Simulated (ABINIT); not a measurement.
# BiOBr (P4/nmm): changed settings of a GW run in ABINIT, part 2 of 2

What do changed inputs do to GW on BiOBr (P4/nmm)?

ABINIT 10.8.3; LDA and many-body steps on it, plane waves. Known limits of the many-body steps: not at the basis limit; no spin-orbit coupling; coarse k mesh.

So far. Step 2 (Screening, 2×2×1 mesh, 87 bands, screening to 87.1 eV): Local fields lower ε∞ by 10 %. On a Γ-centred mesh this coarse the value itself is usually too large, while a short band sum pulls it down. Step 3 (Base): The gap on the mesh goes from 2.41 eV to 3.86 eV, a correction of +1.46 eV.

The database entry behind the starting cell differs from later determinations by our own check (0.1 to 0.3 % short, probably kX units), so it need not match the best structure at ambient conditions.

## 6. Smaller part of the screening matrix

Level of this step: G0W0 on LDA, plane waves, norm-conserving pseudopotentials (ABINIT).

run.abi

```
acell 3*1.0 Angstrom
rprim 
  3.916000000000 0.000000000000 0.000000000000
  0.000000000000 3.916000000000 0.000000000000
  0.000000000000 0.000000000000 8.077000000000
ntypat 3
znucl 83 35 8
natom 6
typat 1 1 2 2 3 3
xred 
  0.000000000000 0.500000000000 0.154000000000
  0.500000000000 0.000000000000 0.846000000000
  0.000000000000 0.500000000000 0.653000000000
  0.500000000000 0.000000000000 0.347000000000
  0.000000000000 0.000000000000 0.000000000000
  0.500000000000 0.500000000000 0.000000000000
pp_dirpath "pseudos"
pseudos "Bi.upf, Br.upf, O.upf"
ecut 42
ngkpt 2 2 1
nshiftk 1
shiftk 0 0 0
kptopt 1
chksymbreak 0
istwfk *1
occopt 1
irdwfk 1
optdriver 4
nband 87
gwcalctyp 0
ecutsigx 42
symsigma 1
nkptgw 2
kptgw 
  0.5000000000 0.0000000000 0.0000000000
  0.0000000000 0.0000000000 0.0000000000
bdgw 
  45 48
  44 48
ecuteps 1.6
irdscr 1
ppmodel 1
indata_prefix "in"
outdata_prefix "out"
tmpdata_prefix "tmp"
```

The run is started by

```sh
$ OMP_NUM_THREADS=1 mpirun -n 8 abinit run.abi > log
```

Output:

```text
.Version 10.8.3 of ABINIT. v10.8.2 released Aug 2026.

 Symmetries : space group P4/n m m (#129); Bravais tP (primitive tetrag.)
[... echo of the input left out ...]
== DATASET  1 ==================================================================
-   mpi_nproc: 8, omp_nthreads: 1 (-1 if OMP is not activated)

--- !DatasetInfo
iteration_state: {dtset: 1, }
dimensions: {natom: 6, nkpt: 3, mband: 87, nsppol: 1, nspinor: 1, nspden: 1, mpw: 10904, }
cutoff_energies: {ecut:  42.0, pawecutdg:  -1.0, }
electrons: {nelect:   9.20000000E+01, charge:   0.00000000E+00, occopt:   1.00000000E+00, tsmear:   1.00000000E-02, }

 SIGMA: Calculation of the GW corrections

 Based on a program developped by R.W. Godby, V. Olevano, G. Onida, and L. Reining.
 Incorporated in ABINIT by V. Olevano, G.-M. Rignanese, and M. Torrent.
.Using double precision arithmetic ; gwpc =  8

[... cell and pseudopotentials left out ...]
--------------------------------------------------------------------------------

 ==== K-mesh for the wavefunctions ====
 Number of points in the irreducible wedge :     3
[... list of points left out ...]
 Together with 16 symmetry operations and time-reversal symmetry
 yields     4 points in the full Brillouin Zone.

 ==== Q-mesh for screening function ====
 Number of points in the irreducible wedge :     3
[... list of points left out ...]
 Together with 16 symmetry operations and time-reversal symmetry
 yields     4 points in the full Brillouin Zone.

 vcoul_init : cutoff-mode = AUXILIARY_FUNCTION
 q-points for optical limit:   1
     1)      0.000010    0.000020    0.000030
 setmesh: FFT mesh size selected  =    48x   48x   96
          total number of points  =       221184

 Number of electrons calculated from density =   92.0000; Expected =   92.0000
[...]
number of omega for Sigma on real axis              0
 max omega for Sigma on real axis  [eV]           0.00
 zcut for avoiding poles [eV]                     0.10

 EPSILON^-1 parameters (SCR file):
 dimension of the eps^-1 matrix on file            221
 dimension of the eps^-1 matrix used                77
 number of plane-waves for wavefunctions         10817
 number of bands                                    87
 number of q-points in IBZ                           3
 number of frequencies                               2
 number of real frequencies                          1
 number of imag frequencies                          1

 matrix elements of self-energy operator (all in [eV])

 Perturbative Calculation

--- !SelfEnergy_ee
iteration_state: {dtset: 1, }
kpoint     : [   0.500,    0.000,    0.000, ]
spin       : 1
KS_gap     :    4.386
QP_gap     :    5.941
Delta_QP_KS:    1.555
data: !SigmaeeData |
     Band     E0 <VxcDFT>   SigX SigC(E0)      Z dSigC/dE  Sig(E)    E-E0       E
       45   4.997 -16.835 -20.784   3.518   0.805  -0.242 -17.181  -0.346   4.651
       46   4.997 -16.835 -20.784   3.518   0.805  -0.242 -17.181  -0.346   4.651
       47   9.384 -14.394  -9.966  -2.956   0.821  -0.218 -13.186   1.209  10.592
[...]
--- !SelfEnergy_ee
iteration_state: {dtset: 1, }
kpoint     : [   0.000,    0.000,    0.000, ]
spin       : 1
KS_gap     :    2.955
QP_gap     :    4.757
Delta_QP_KS:    1.802
data: !SigmaeeData |
     Band     E0 <VxcDFT>   SigX SigC(E0)      Z dSigC/dE  Sig(E)    E-E0       E
[...]
47   7.403 -13.292  -8.680  -3.159   0.828  -0.208 -12.089   1.203   8.606
       48   8.306 -13.633  -9.523  -2.734   0.826  -0.210 -12.496   1.136   9.442

== END DATASET(S) ==============================================================
================================================================================

 -outvars: echo values of variables after computation  --------
           etotal      0.0000000000E+00
            nband          87
             nkpt           3
          spgroup         129
 [... the other variables as echoed above ...]

 Calculation completed.
```

Run time: 5.5 s. Hardware: 8 MPI ranks of Arm Neoverse V1, shared host; peak memory 0.37 GiB.

This step gave:

```
G0W0 gap on the points computed              : 3.955 eV
starting gap on the mesh                     : 2.406 eV
k of the valence top                         : 0.5, 0, 0
k of the conduction bottom                   : 0, 0, 0
Z at the valence top                         : 0.805
Z at the conduction bottom                   : 0.828
least direct G0W0 gap on the computed points : 4.758 eV
```

## 7. Broadening of the poles

Changes to run.abi since step 6:

```diff
@@ -39,5 +39,6 @@
   44 48
-ecuteps 1.6
+ecuteps 3.2
 irdscr 1
 ppmodel 1
+zcut 0.01 eV
 indata_prefix "in"
```

Output:

```text
.Version 10.8.3 of ABINIT. v10.8.2 released Aug 2026.

 Symmetries : space group P4/n m m (#129); Bravais tP (primitive tetrag.)
[... echo of the input left out ...]
== DATASET  1 ==================================================================
-   mpi_nproc: 8, omp_nthreads: 1 (-1 if OMP is not activated)

--- !DatasetInfo
iteration_state: {dtset: 1, }
dimensions: {natom: 6, nkpt: 3, mband: 87, nsppol: 1, nspinor: 1, nspden: 1, mpw: 10904, }
cutoff_energies: {ecut:  42.0, pawecutdg:  -1.0, }
[...]
Band     E0 <VxcDFT>   SigX SigC(E0)      Z dSigC/dE  Sig(E)    E-E0       E
[...]
47   7.403 -13.292  -8.680  -3.046   0.823  -0.215 -12.003   1.289   8.692
       48   8.306 -13.633  -9.523  -2.661   0.821  -0.217 -12.443   1.190   9.496

== END DATASET(S) ==============================================================
================================================================================

 -outvars: echo values of variables after computation  --------
           etotal      0.0000000000E+00
            nband          87
             nkpt           3
          spgroup         129
 [... the other variables as echoed above ...]

 Calculation completed.
```

It took 6.2 s on 8 MPI ranks; peak memory 1.3 GiB.

This step gave:

| Property | Result |
| --- | --- |
| G0W0 gap on the points computed | 3.862 eV |
| starting gap on the mesh | 2.406 eV |
| k of the valence top | 0.5, 0, 0 |
| k of the conduction bottom | 0, 0, 0 |
| least direct G0W0 gap on the computed points | 4.756 eV |

Against G0W0 in ABINIT (2×2×1 mesh, 87 bands, screening to 87.1 eV, Godby-Needs plasmon pole), the gap moves by +0.000 eV.

## 8. Screening cutoff above the file's

Changes to run.abi since step 7:

```diff
@@ -39,6 +39,5 @@
   44 48
-ecuteps 3.2
+ecuteps 12.8
 irdscr 1
 ppmodel 1
-zcut 0.01 eV
 indata_prefix "in"
```

Output:

```text
.Version 10.8.3 of ABINIT. v10.8.2 released Aug 2026.

 Symmetries : space group P4/n m m (#129); Bravais tP (primitive tetrag.)
[... echo of the input left out ...]
== DATASET  1 ==================================================================
-   mpi_nproc: 8, omp_nthreads: 1 (-1 if OMP is not activated)

--- !DatasetInfo
iteration_state: {dtset: 1, }
dimensions: {natom: 6, nkpt: 3, mband: 87, nsppol: 1, nspinor: 1, nspden: 1, mpw: 10904, }
cutoff_energies: {ecut:  42.0, pawecutdg:  -1.0, }
electrons: {nelect:   9.20000000E+01, charge:   0.00000000E+00, occopt:   1.00000000E+00, tsmear:   1.00000000E-02, }

 SIGMA: Calculation of the GW corrections

 Based on a program developped by R.W. Godby, V. Olevano, G. Onida, and L. Reining.
 Incorporated in ABINIT by V. Olevano, G.-M. Rignanese, and M. Torrent.
.Using double precision arithmetic ; gwpc =  8

[... cell and pseudopotentials left out ...]
--------------------------------------------------------------------------------

 ==== K-mesh for the wavefunctions ====
 Number of points in the irreducible wedge :     3
[... list of points left out ...]
 Together with 16 symmetry operations and time-reversal symmetry
 yields     4 points in the full Brillouin Zone.

 ==== Q-mesh for screening function ====
 Number of points in the irreducible wedge :     3
[... list of points left out ...]
 Together with 16 symmetry operations and time-reversal symmetry
 yields     4 points in the full Brillouin Zone.

 vcoul_init : cutoff-mode = AUXILIARY_FUNCTION
 q-points for optical limit:   1
     1)      0.000010    0.000020    0.000030
 setmesh: FFT mesh size selected  =    48x   48x   96
          total number of points  =       221184

 Number of electrons calculated from density =   92.0000; Expected =   92.0000
[...]
number of omega for Sigma on real axis              0
 max omega for Sigma on real axis  [eV]           0.00
 zcut for avoiding poles [eV]                     0.10

 EPSILON^-1 parameters (SCR file):
 dimension of the eps^-1 matrix on file            221
 dimension of the eps^-1 matrix used               221
 number of plane-waves for wavefunctions         10817
 number of bands                                    87
 number of q-points in IBZ                           3
 number of frequencies                               2
 number of real frequencies                          1
 number of imag frequencies                          1

 matrix elements of self-energy operator (all in [eV])

 Perturbative Calculation

--- !SelfEnergy_ee
iteration_state: {dtset: 1, }
kpoint     : [   0.500,    0.000,    0.000, ]
spin       : 1
KS_gap     :    4.386
QP_gap     :    5.869
Delta_QP_KS:    1.482
data: !SigmaeeData |
     Band     E0 <VxcDFT>   SigX SigC(E0)      Z dSigC/dE  Sig(E)    E-E0       E
       45   4.997 -16.835 -20.784   3.737   0.792  -0.262 -17.002  -0.167   4.830
       46   4.997 -16.835 -20.784   3.737   0.792  -0.262 -17.002  -0.167   4.830
       47   9.384 -14.394  -9.966  -2.810   0.813  -0.231 -13.079   1.315  10.699
[...]
--- !SelfEnergy_ee
iteration_state: {dtset: 1, }
kpoint     : [   0.000,    0.000,    0.000, ]
spin       : 1
KS_gap     :    2.955
QP_gap     :    4.756
Delta_QP_KS:    1.801
data: !SigmaeeData |
     Band     E0 <VxcDFT>   SigX SigC(E0)      Z dSigC/dE  Sig(E)    E-E0       E
[...]
47   7.403 -13.292  -8.680  -3.046   0.823  -0.215 -12.003   1.289   8.692
       48   8.306 -13.633  -9.523  -2.661   0.821  -0.217 -12.443   1.190   9.496

== END DATASET(S) ==============================================================
================================================================================

 -outvars: echo values of variables after computation  --------
           etotal      0.0000000000E+00
            nband          87
             nkpt           3
          spgroup         129
 [... the other variables as echoed above ...]

 Calculation completed.
```

Run time: 6.2 s. Hardware: 8 MPI ranks; peak memory 1.3 GiB; 49 s of CPU time.

The run ended normally, though the input holds a fault or crude settings.

The fault put into this input: screening cutoff above the file's. It printed a gap of 3.86 eV, the value of the sound run: the program fell back on what its files hold, so an unchanged gap shows no convergence.

## 9. The runs together

Times are wall times on 8 MPI ranks of Arm Neoverse V1, shared host, good to a factor of about two. A run's time includes the screening step that it read.

```tsv
run	mesh	bands	screening cutoff (eV)	DFT gap (eV)	gap on the mesh (eV)	direct (eV)	ε∞ used	time
base	2×2×1	87	87.1	2.406	3.862	4.756	8.05	20 s
fewer bands in the self-energy	2×2×1	56	87.1	2.406	4.061	4.921	8.05	20 s
scissors in G	2×2×1	87	87.1	2.406	3.982	4.877	8.05	20 s
smaller part of the screening matrix	2×2×1	87	43.5	2.406	3.955	4.758	8.05	19 s
broadening of the poles	2×2×1	87	87.1	2.406	3.862	4.756	8.05	20 s
```

## 10. Outcome

```yaml
base: 3.862 eV
fewer_bands_in_the_self_energy: 4.061 eV
scissors_in_g: 3.982 eV
smaller_part_of_the_screening_matrix: 3.955 eV
broadening_of_the_poles: 3.862 eV
known_limits: not at the basis limit; no spin-orbit coupling; coarse k mesh
```

Fewer bands in the self-energy: +0.199 eV against base (keys changed: nband). Scissors in G: +0.120 eV against base (keys changed: mbpt_sciss). Smaller part of the screening matrix: +0.093 eV against base (keys changed: ecuteps). Broadening of the poles: no change against base (keys changed: zcut). Bands and cutoff are finite, so the gap is not at the basis limit. The miss can reach some tenths of an eV and take either sign; the mesh is an error of its own. In the first G0W0 run levels were corrected at 2 k points alone, so a gap called «on the mesh» is the least over those, and an edge elsewhere would be missed. The 2×2×1 mesh is coarse for this cell, which bears on the long-range parts of exchange and screening. Where an edge is built on 6p states of lead, bismuth or thallium, scalar-relativistic gaps usually stand too wide, by a few tenths to over one eV. The many-body steps are scalar-relativistic: spin-orbit coupling is not in them.

[Paths, hosts, dates, memory and timing lines, banners, echoed tables and standing remarks are left out of the program output.]

[Logs are printed without paths, hosts, clocks, repeated set-up lines and the standing remarks that a program may print on its own settings, such as how far it seeks lower states.]

[Runs of the session that timed out or met a known fault of the program may be left out.]

[No measured gap is set beside runs whose start may be inverted or whose files or cutoffs have a known fault.]

[Hosts, paths, dates, database ids (printed as entryN), source tags and the programs' standing remarks are cut or masked in the printed files.]

[G0W0 gaps are taken among the corrected bands and points alone; a level outside them can change the order at an edge.]

[Where Ansatz stands beside ABINIT at settings called matched, ABINIT's density can come from a denser mesh and the files from another edition; pairs whose starting gaps differed by over 0.03 eV were left out, so agreement reads better than it is.]
